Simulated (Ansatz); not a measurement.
# BePd3C (built on the sites of a database entry of CaPd3C): following an unstable mode, part 2 of 3

Which phase does BePd3C (built on the sites of a database entry of CaPd3C) fall into along its unstable mode, and how much energy does it gain?

Ansatz 0.2.0; DFT PBEsol, scalar-relativistic, plane waves, PAW.

So far, highest frequency on the path or at a solved wavevector (cm⁻¹): step 2 (the dispersion) 710. Also lowest frequency on the path (cm⁻¹): step 2 -132.

The structure was built from a prototype and need not be the compound's stable phase.

### Step 4. The mode frozen in, largest atomic shift 0.32 Å

The atoms are moved along the unstable eigenvector, the largest shift by 0.32 Å, with the cell fixed.

Input file input.yaml:

```yaml
crystal:
  lattice:
    - [4.0156977755, 0.0, 0.0]
    - [0.0, 4.0156977755, 0.0]
    - [0.0, 0.0, 4.0156977755]
  atoms:
    - { symbol: Be, position: [0.0460074678, -0.0460074678, -0.0460074678] }
    - { symbol: Pd, position: [0.0022518789, 0.5034163567, 0.5034163567] }
    - { symbol: Pd, position: [0.4965836433, 0.5034163567, -0.0022518789] }
    - { symbol: Pd, position: [0.4965836433, -0.0022518789, 0.5034163567] }
    - { symbol: C, position: [0.5060664962, 0.4939335038, 0.4939335038] }
kpoints:
  mp_grid: { grid: [12, 12, 12] }
hamiltonian:
  xc: pbesol
scf:
  occupations: { method: methfessel_paxton, width: 0.2 }
output:
  forces: true
  stress: true
  eigenvalues: true
```

On the command line:

```sh
$ ansatz run input.yaml --threads 4 --pin off --max-ram 14336MiB --backend cpu --events-out ev --progress --plain --runs-dir out
```

Numbers of over 12 decimals in the logs are rounded to 6 here.

The log of the run:

```text
[...]
Crystal: 5 atoms, lattice volume = 64.756 Å³
Basis set: ecut = 420 eV, 1309 PW (Γ), exchange–correlation on 54×54×54 points (8 copies of the dense FFT grid, shifted against one another)
Bands: 36, of which v1, the nominal top of the filled ones, is band 30 counted from 1 (29 counted from 0)
Symmetry: 6 space group operations
[...]
k-points: 189 of 1728 (time reversal used)
[...]
k-point 0: bands = [... 26 lower, 13.3836, 14.7912, 14.7912, 14.8032, 14.8886, 18.5265, 18.5265, 18.5766, ... 2 higher]
  k-point 1: bands = [... 26 lower, 13.6887, 14.7893, 14.8436, 14.8898, 14.9073, 18.3667, 18.6151, 18.7299, ... 2 higher]
  k-point 2: bands = [... 26 lower, 13.9157, 14.7146, 14.7896, 15.1427, 15.1672, 18.2780, 18.8662, 18.9981, ... 2 higher]
  k-point 188: bands = [... 26 lower, 14.6585, 14.6908, 14.7745, 14.7745, 14.8008, 18.1084, 18.1455, 18.1455, ... 2 higher]
[key lines of the parts left out:]
SCF converged after 6 iterations
Free energy (F): -21055.868027 eV
Fermi energy:    15.929032 eV
P = ⅓ Tr σ = 1.2714 GPa (12.714 kbar)
```

It took 9.8 s on 4 threads of Arm Neoverse V1, shared host; peak memory 0.56 GiB; 38 s of CPU time.

This step gave:

- pressure: 1.271 GPa
- energy from the undistorted cell: -2.352 meV/atom

The energy, extrapolated to zero smearing, is -2.35 meV/atom against the undistorted cell.

The run ends at a pressure of 1.27 GPa, with forces up to 0.047 eV/Å.

### Step 5. Energy along the mode, all amplitudes (two of the runs are shown above)

An imaginary frequency means negative curvature, so the energy should fall and then rise again as anharmonic terms take over.

This step gave:

* depth at the lowest point sampled: 2.352 meV/atom
* largest atomic shift at that point: 0.32 Å

Energy from the parent against largest atomic shift:

| largest atomic shift (Å) | energy from the parent (meV/atom) |
| --- | --- |
| 0.000 | 0 |
| 0.040 | -0.072 |
| 0.080 | -0.282 |
| 0.140 | -0.807 |
| 0.220 | -1.69 |
| 0.320 | -2.35 |
| 0.450 | -0.197 |
| 0.600 | 12.1 |

Displacement at unit largest shift by atom:

| atom | x (Å) | y (Å) | z (Å) | size |
| --- | --- | --- | --- | --- |
| Be1 | 0.577 | -0.577 | -0.577 | 0.999 |
| Pd2 | 0.028 | 0.043 | 0.043 | 0.067 |
| Pd3 | -0.043 | 0.043 | -0.028 | 0.067 |
| Pd4 | -0.043 | -0.028 | 0.043 | 0.067 |
| C5 | 0.076 | -0.076 | -0.076 | 0.132 |

The lowest of the steps tried is at 0.32 Å, 2.35 meV/atom below the parent; the bottom of the well need not coincide with a step.

### Step 6. Relaxing from the distorted cell

Starting from the lowest point found, all atoms and the cell are let go, so that strain and other modes of the same symmetry can join in.

input.yaml, as its differences from that of step 4:

```diff
@@ -21 +21,6 @@
   eigenvalues: true
+relax:
+  adjacent_minimum: "off"
+  f_tol: 0.002
+  max_steps: 120
+  cell: { stress_tol: 0.03 }
```

The log of the run:

```text
[...]
Crystal: 5 atoms, lattice volume = 64.756 Å³
Basis set: ecut = 420 eV, 1309 PW (Γ), exchange–correlation on 54×54×54 points (8 copies of the dense FFT grid, shifted against one another)
Bands: 36, of which v1, the nominal top of the filled ones, is band 30 counted from 1 (29 counted from 0)
Symmetry: 6 space group operations
[...]
k-points: 189 of 1728 (time reversal used)
[...]
SCF iter   1: F=—  HF=-21055.877709 eV  |F-HF|=—  |Δ(HF+E_count)|=         —  Δρ=7.78e-3  dr2=3.16e-2  ethr=1.77e-3  ⟨swp⟩=5.2  Hψ=26940  notcnv=0
[...]
SCF iter   6: F=-21055.868027 eV  HF=-21055.868027 eV  |F-HF|=1.65e-8  |Δ(HF+E_count)|=   7.76e-7  S|Δr|=    0.00e0  Δρ=1.01e-5  dr2=5.84e-8  ethr=1.67e-10  ⟨swp⟩=6.9  Hψ=27986  notcnv=0
SCF 1 converged in 6 iterations: F = -21055.868027 eV  dr2 = 5.84e-8
[...]
relax step   1: F+E_penalty+E_count = -21055.86802743 eV  Δ(F+E_penalty+E_count) = +0.000e0 eV  max|allowed force component| = 3.628e-2 eV/Å  Δτ_max = 0.0000 Å  P = +1.271 GPa  Ω = 64.756 Å³  (6 SCF iters, dr2 threshold 1.00e-7 eV, accepted)
Crystal: 5 atoms, lattice volume = 65.212 Å³
[...]
SCF iter   5: F=-21055.870999 eV  HF=-21055.870999 eV  |F-HF|=9.63e-8  |Δ(HF+E_count)|=   8.09e-7  S|Δr|=    0.00e0  Δρ=1.27e-5  dr2=1.62e-7  ethr=8.33e-10  ⟨swp⟩=5.0  Hψ=26158  notcnv=0
SCF 2 converged in 5 iterations: F = -21055.870999 eV  dr2 = 1.62e-7
relax step   2: F+E_penalty+E_count = -21055.87099884 eV  Δ(F+E_penalty+E_count) = -2.971e-3 eV  max|allowed force component| = 2.199e-2 eV/Å  Δτ_max = 0.0042 Å  P = -0.061 GPa  Ω = 65.212 Å³  energy of the carried Pulay correction = -3.742e-4 eV  (5 SCF iters, dr2 threshold 5.00e-7 eV, accepted)
Crystal: 5 atoms, lattice volume = 65.401 Å³
Basis set: ecut = 420 eV, 1285 PW (Γ), exchange–correlation on 54×54×54 points (8 copies of the dense FFT grid, shifted against one another)
[...]
SCF iter   5: F=-21055.874316 eV  HF=-21055.874316 eV  |F-HF|=1.23e-7  |Δ(HF+E_count)|=   3.13e-7  S|Δr|=    0.00e0  Δρ=1.26e-5  dr2=2.03e-7  ethr=8.33e-10  ⟨swp⟩=4.6  Hψ=23545  notcnv=0
SCF 3 converged in 5 iterations: F = -21055.874316 eV  dr2 = 2.03e-7
relax step   3: F+E_penalty+E_count = -21055.87431573 eV  Δ(F+E_penalty+E_count) = -3.317e-3 eV  max|allowed force component| = 4.953e-2 eV/Å  Δτ_max = 0.0124 Å  P = -0.485 GPa  Ω = 65.401 Å³  energy of the carried Pulay correction = -5.292e-4 eV  (5 SCF iters, dr2 threshold 5.00e-7 eV, accepted)
[... from here on, the SCF cycles and remarks between the steps are left out ...]
relax step   4: F+E_penalty+E_count = -21055.87468334 eV  Δ(F+E_penalty+E_count) = -3.676e-4 eV  max|allowed force component| = 1.694e-1 eV/Å  Δτ_max = 0.0740 Å  P = -0.923 GPa  Ω = 65.825 Å³  energy of the carried Pulay correction = -8.740e-4 eV  (6 SCF iters, dr2 threshold 5.00e-7 eV, accepted)
relax step   5: F+E_penalty+E_count = -21055.88146717 eV  Δ(F+E_penalty+E_count) = -6.784e-3 eV  max|allowed force component| = 2.517e-2 eV/Å  Δτ_max = 0.0318 Å  P = -0.571 GPa  Ω = 65.551 Å³  energy of the carried Pulay correction = -6.517e-4 eV  (5 SCF iters, dr2 threshold 5.00e-7 eV, accepted)
relax step   6: F+E_penalty+E_count = -21055.88337349 eV  Δ(F+E_penalty+E_count) = -1.906e-3 eV  max|allowed force component| = 1.473e-2 eV/Å  Δτ_max = 0.0224 Å  P = -0.364 GPa  Ω = 65.552 Å³  energy of the carried Pulay correction = -6.518e-4 eV  (5 SCF iters, dr2 threshold 5.00e-7 eV, accepted)
relax step   7: F+E_penalty+E_count = -21055.88389875 eV  Δ(F+E_penalty+E_count) = -5.253e-4 eV  max|allowed force component| = 1.711e-2 eV/Å  Δτ_max = 0.0218 Å  P = +0.009 GPa  Ω = 65.499 Å³  energy of the carried Pulay correction = -6.089e-4 eV  (5 SCF iters, dr2 threshold 4.04e-7 eV, accepted)
relax step   8: F+E_penalty+E_count = -21055.88395594 eV  Δ(F+E_penalty+E_count) = -5.720e-5 eV  max|allowed force component| = 8.204e-3 eV/Å  Δτ_max = 0.0035 Å  P = -0.018 GPa  Ω = 65.494 Å³  energy of the carried Pulay correction = -6.048e-4 eV  (5 SCF iters, dr2 threshold 1.83e-8 eV, accepted)
relax step   9: F+E_penalty+E_count = -21055.88399528 eV  Δ(F+E_penalty+E_count) = -3.933e-5 eV  max|allowed force component| = 4.662e-4 eV/Å  Δτ_max = 0.0019 Å  P = +0.007 GPa  Ω = 65.482 Å³  energy of the carried Pulay correction = -5.949e-4 eV  (4 SCF iters, dr2 threshold 1.33e-8 eV, accepted)
relax step  10: F+E_penalty+E_count = -21055.88553629 eV  Δ(F+E_penalty+E_count) = -1.541e-3 eV  max|allowed force component| = 2.796e-4 eV/Å  Δτ_max = 0.0000 Å  P = +0.045 GPa  Ω = 65.482 Å³  stress off target by 1.27e-1 GPa  SCF on the basis re-selected at this cell (its energy is not comparable with the rows above)  (6 SCF iters)
relax step  11: F+E_penalty+E_count = -21055.88556285 eV  Δ(F+E_penalty+E_count) = -2.656e-5 eV  max|allowed force component| = 2.027e-3 eV/Å  Δτ_max = 0.0033 Å  P = -0.000 GPa  Ω = 65.508 Å³  energy of the carried Pulay correction = -2.333e-5 eV  (4 SCF iters, dr2 threshold 4.00e-8 eV, accepted)
relax step  12: F+E_penalty+E_count = -21055.88556262 eV  Δ(F+E_penalty+E_count) = +2.269e-7 eV  max|allowed force component| = 2.144e-3 eV/Å  Δτ_max = 0.0004 Å  P = +0.006 GPa  Ω = 65.508 Å³  energy of the carried Pulay correction = -2.387e-5 eV  (6 SCF iters, dr2 threshold 2.57e-10 eV, accepted)
relax step  13: F+E_penalty+E_count = -21055.88556152 eV  Δ(F+E_penalty+E_count) = +1.100e-6 eV  max|allowed force component| = 2.123e-5 eV/Å  Δτ_max = 0.0002 Å  P = -0.000 GPa  Ω = 65.510 Å³  energy of the carried Pulay correction = -2.552e-5 eV  (5 SCF iters, dr2 threshold 2.87e-10 eV, accepted)
[...]
SCF iter   4: F=-21055.885588 eV  HF=-21055.885588 eV  |F-HF|=0.00e0  |Δ(HF+E_count)|=   1.08e-9  S|Δr|=    0.00e0  Δρ=2.55e-7  dr2=1.25e-11  ethr=1.00e-12  ⟨swp⟩=6.4  Hψ=30212  notcnv=0
SCF 14 converged in 4 iterations: F = -21055.885588 eV  dr2 = 1.25e-11
relax step  14: F+E_penalty+E_count = -21055.88558805 eV  Δ(F+E_penalty+E_count) = -2.652e-5 eV  max|allowed force component| = 1.877e-5 eV/Å  Δτ_max = 0.0000 Å  P = -0.001 GPa  Ω = 65.510 Å³  stress off target by 1.58e-3 GPa  SCF on the basis re-selected at this cell (its energy is not comparable with the rows above)  (4 SCF iters)
[...]
SCF converged after 4 iterations
[...]
Free energy (F): -21055.885588 eV
[...]
Internal energy: -21055.884856 eV  (E = F + TS)
E sigma→0 (E₀):  -21055.885405 eV
Entropy (-TS):   -0.000732 eV (-0.146 meV/atom)
Fermi energy:    15.702206 eV
[...]
--- Forces (eV/Å), atoms counted from 1 ---
  atom   1  Be     0.00001831    -0.00001831    -0.00001831
  atom   2  Pd    -0.00000562    -0.00000154    -0.00000154
  atom   3  Pd     0.00000154    -0.00000154     0.00000562
  atom   4  Pd     0.00000154     0.00000562    -0.00000154
  atom   5  C     -0.00001806     0.00001806     0.00001806
  max |Σ_I F_I| component: 2.29e-6 eV/Å
--- Stress (GPa, compression-positive) ---
       -0.000814      -0.000764      -0.000764
       -0.000764      -0.000814       0.000764
       -0.000764       0.000764      -0.000814
  P = ⅓ Tr σ = -0.0008 GPa (-0.008 kbar)
--- Band table (eV; the first three rows and the last of 189) ---
  k-point 0: bands = [... 26 lower, 13.2551, 14.4044, 14.4984, 14.4984, 14.7496, 18.4274, 18.5238, 18.5238, ... 2 higher]
  k-point 1: bands = [... 26 lower, 13.4648, 14.4151, 14.5399, 14.6010, 14.7554, 18.2617, 18.5990, 18.6384, ... 2 higher]
  k-point 2: bands = [... 26 lower, 13.6937, 14.3660, 14.5562, 14.8595, 14.9209, 18.1223, 18.8104, 18.8884, ... 2 higher]
  k-point 188: bands = [... 26 lower, 14.2619, 14.4122, 14.6410, 14.7278, 14.7278, 17.1116, 18.0811, 18.0811, ... 2 higher]
--- Relaxed structure (12 steps of the walk, 12 accepted, 2 SCFs on fresh bases) ---
  F+E_penalty+E_count = -21055.88558805 eV   max|allowed force component| = 1.877e-5 eV/Å   (the final SCF, on the basis selected at the relaxed cell)
  cell:  # Å, volume = 65.5103 Å³
    - [4.033509, -0.096818, -0.096818]
    - [-0.096818, 4.033509, 0.096818]
    - [-0.096818, 0.096818, 4.033509]
  atoms:
    - { symbol: Be, position: [0.060925, -0.060925, -0.060925] }
    - { symbol: Pd, position: [-0.00104127, 0.507191, 0.507191] }
    - { symbol: Pd, position: [0.492809, 0.507191, 0.00104127] }
    - { symbol: Pd, position: [0.492809, 0.00104127, 0.507191] }
    - { symbol: C, position: [0.501992, 0.498008, 0.498008] }
```

Elapsed: 2.6 min, on 4 threads; peak memory 0.62 GiB; 10 min of CPU time.

Relaxation path:

| step | energy less that of the first step (eV) | largest force component (eV/Å) | pressure (GPa) | volume (Å³) |
| --- | --- | --- | --- | --- |
| 1 | 0.0000 | 0.0363 | 1.27 | 64.76 |
| 2 | -0.0030 | 0.0220 | -0.06 | 65.21 |
| 3 | -0.0063 | 0.0495 | -0.49 | 65.40 |
| 4 | -0.0067 | 0.1694 | -0.92 | 65.82 |
| 5 | -0.0134 | 0.0252 | -0.57 | 65.55 |
| 6 | -0.0153 | 0.0147 | -0.36 | 65.55 |
| 7 | -0.0159 | 0.0171 | 0.01 | 65.50 |
| 8 | -0.0159 | 0.0082 | -0.02 | 65.49 |
| 9 | -0.0160 | 0.0005 | 0.01 | 65.48 |
| 10* | -0.0175 | 0.0003 | 0.05 | 65.48 |
| 11 | -0.0175 | 0.0020 | 0.00 | 65.51 |
| 12 | -0.0175 | 0.0021 | 0.01 | 65.51 |
| 13 | -0.0175 | 0.0000 | 0.00 | 65.51 |
| 14* | -0.0176 | 0.0000 | 0.00 | 65.51 |

Relaxation steps marked * repeat the geometry before them on a plane-wave basis chosen anew for their cell, so energy and pressure can jump there.

Forces are held to the 6 operations that the run works with; a distortion that breaks them can't arise in this run.

| conventional cell, symmetrised | before | after | change |
| --- | --- | --- | --- |
| a (Å) | 5.679 | 5.567 | -2.0 % |
| b (Å) | 5.679 | 5.567 | -2.0 % |
| c (Å) | 6.955 | 7.322 | +5.3 % |
| volume (Å³/atom) | 12.95 | 13.10 | +1.2 % |

The atoms that moved most (Å, as changes of fractional coordinates times the final cell):

| atom | dx | dy | dz | length |
| --- | --- | --- | --- | --- |
| Be1 | 0.063 | -0.063 | -0.063 | 0.109 |
| C5 | -0.017 | 0.017 | 0.017 | 0.030 |
| Pd2 | -0.014 | 0.016 | 0.016 | 0.027 |
| Pd4 | -0.016 | 0.014 | 0.016 | 0.027 |
| Pd3 | -0.016 | 0.016 | 0.014 | 0.027 |

Final coordinates:

```xyz
5
Lattice="4.0335 -0.0968 -0.0968 -0.0968 4.0335 0.0968 -0.0968 0.0968 4.0335" Properties=species:S:1:pos:R:3 pbc="T T T"
Be    0.2575   -0.2575   -0.2575
Pd   -0.1024    2.0950    2.0950
Pd    1.9385    1.9981    0.0056
Pd    1.9385    0.0056    1.9981
C     1.9284    2.0083    2.0083
```

This step gave:

```yaml
pressure: -8.14e-4 GPa
volume_per_atom: 13.10 Å³
```

The distorted start has space group R3m; the relaxation ends in R3m.

### Step 7. The new phase in its own primitive cell

The relaxed structure is symmetrised, reduced to its primitive cell and relaxed tightly, as its phonons need.

Input file input.yaml:

```yaml
crystal:
  lattice:
    - [2.7836610853, 1.6071474769, 2.4405432382]
    - [-2.7836610853, 1.6071474769, 2.4405432382]
    - [0.0, -3.2142949538, 2.4405432382]
  atoms:
    - { symbol: Be, position: [0.0609247959, 0.0609247959, 0.0609247959] }
    - { symbol: Pd, position: [0.4928087928, 0.4928087928, 0.9989587321] }
    - { symbol: Pd, position: [0.4928087928, 0.9989587321, 0.4928087928] }
    - { symbol: Pd, position: [0.9989587321, 0.4928087928, 0.4928087928] }
    - { symbol: C, position: [0.5019920158, 0.5019920158, 0.5019920158] }
kpoints:
  mp_grid: { grid: [9, 9, 9] }
hamiltonian:
  xc: pbesol
scf:
  occupations: { method: methfessel_paxton, width: 0.2 }
output:
  forces: true
  stress: true
  eigenvalues: true
relax:
  adjacent_minimum: "off"
  f_tol: 0.001
  max_steps: 60
  cell: { stress_tol: 0.01 }
```

The log of the run:

```text
[...]
Crystal: 5 atoms, lattice volume = 65.510 Å³
Basis set: ecut = 420 eV, 1293 PW (Γ), exchange–correlation on 54×54×54 points (8 copies of the dense FFT grid, shifted against one another)
Bands: 36, of which v1, the nominal top of the filled ones, is band 30 counted from 1 (29 counted from 0)
Symmetry: 6 space group operations
[...]
k-points: 85 of 729 (time reversal used)
[...]
cell:  # Å, volume = 65.4663 Å³
    - [2.786943, 1.609042, 2.433162]
    - [-2.786943, 1.609042, 2.433162]
    - [0, -3.218084, 2.433162]
  atoms:
    - { symbol: Be, position: [0.059651, 0.059651, 0.059651] }
    - { symbol: Pd, position: [0.493070, 0.493070, 0.999294] }
    - { symbol: Pd, position: [0.493070, 0.999294, 0.493070] }
    - { symbol: Pd, position: [0.999294, 0.493070, 0.493070] }
    - { symbol: C, position: [0.502408, 0.502408, 0.502408] }
[key lines of the parts left out:]
SCF converged after 5 iterations
Free energy (F): -21055.879153 eV
Fermi energy:    15.709548 eV
P = ⅓ Tr σ = -0.0005 GPa (-0.005 kbar)
```

It took 40 s on 4 threads; peak memory 0.46 GiB; 2.6 min of CPU time.

Relaxation path:

| step | energy less that of the first step (eV) | largest force component (eV/Å) | pressure (GPa) | volume (Å³) |
| --- | --- | --- | --- | --- |
| 1 | 0.0000 | 0.0065 | -0.03 | 65.51 |
| 2 | -0.0001 | 0.0052 | 0.00 | 65.49 |
| 3 | -0.0001 | 0.0120 | -0.16 | 65.51 |
| 4 | -0.0001 | 0.0072 | 0.04 | 65.45 |
| 5 | -0.0001 | 0.0064 | 0.00 | 65.47 |
| 6 | -0.0001 | 0.0012 | 0.00 | 65.47 |
| 7 | -0.0001 | 0.0000 | 0.00 | 65.47 |
| 8* | -0.0001 | 0.0001 | 0.00 | 65.47 |

Relaxation steps marked * repeat the geometry before them on a plane-wave basis chosen anew for their cell, so energy and pressure can jump there.

Forces are held to the 6 operations that the run works with; a distortion that breaks them can't arise in this run.

| conventional cell, symmetrised | before | after | change |
| --- | --- | --- | --- |
| a (Å) | 5.567 | 5.574 | +0.1 % |
| b (Å) | 5.567 | 5.574 | +0.1 % |
| c (Å) | 7.322 | 7.299 | -0.3 % |
| volume (Å³/atom) | 13.10 | 13.09 | -0.1 % |

Final coordinates:

```cif
data_structure
_symmetry_space_group_name_H-M 'P 1'
_symmetry_Int_Tables_number 1
_cell_length_a 4.0344
_cell_length_b 4.0344
_cell_length_c 4.0344
_cell_angle_alpha 87.386
_cell_angle_beta 87.386
_cell_angle_gamma 87.386
_cell_volume 65.47
loop_
_atom_site_label
_atom_site_type_symbol
_atom_site_fract_x
_atom_site_fract_y
_atom_site_fract_z
_atom_site_occupancy
Be1 Be 0.05965 0.05965 0.05965 1
Pd2 Pd 0.49307 0.49307 0.99929 1
Pd3 Pd 0.49307 0.99929 0.49307 1
Pd4 Pd 0.99929 0.49307 0.49307 1
C5 C 0.50241 0.50241 0.50241 1
```

Numbers from this step:

| Item | Value |
| --- | --- |
| pressure | -5.09e-4 GPa |
| volume per atom | 13.09 Å³ |

The largest force component left is 0.058 meV/Å and the pressure is -0.001 GPa, within the tolerances set. The cell now holds 13.09 Å³/atom.

(Continued in part 3 of 3.)

[Logs are printed without paths, hosts, clocks, repeated set-up lines and the standing remarks that a program may print on its own settings, such as how far it seeks lower states.]

[Hosts, paths, dates, database ids (printed as entryN), source tags and the programs' standing remarks are cut or masked in the printed files.]
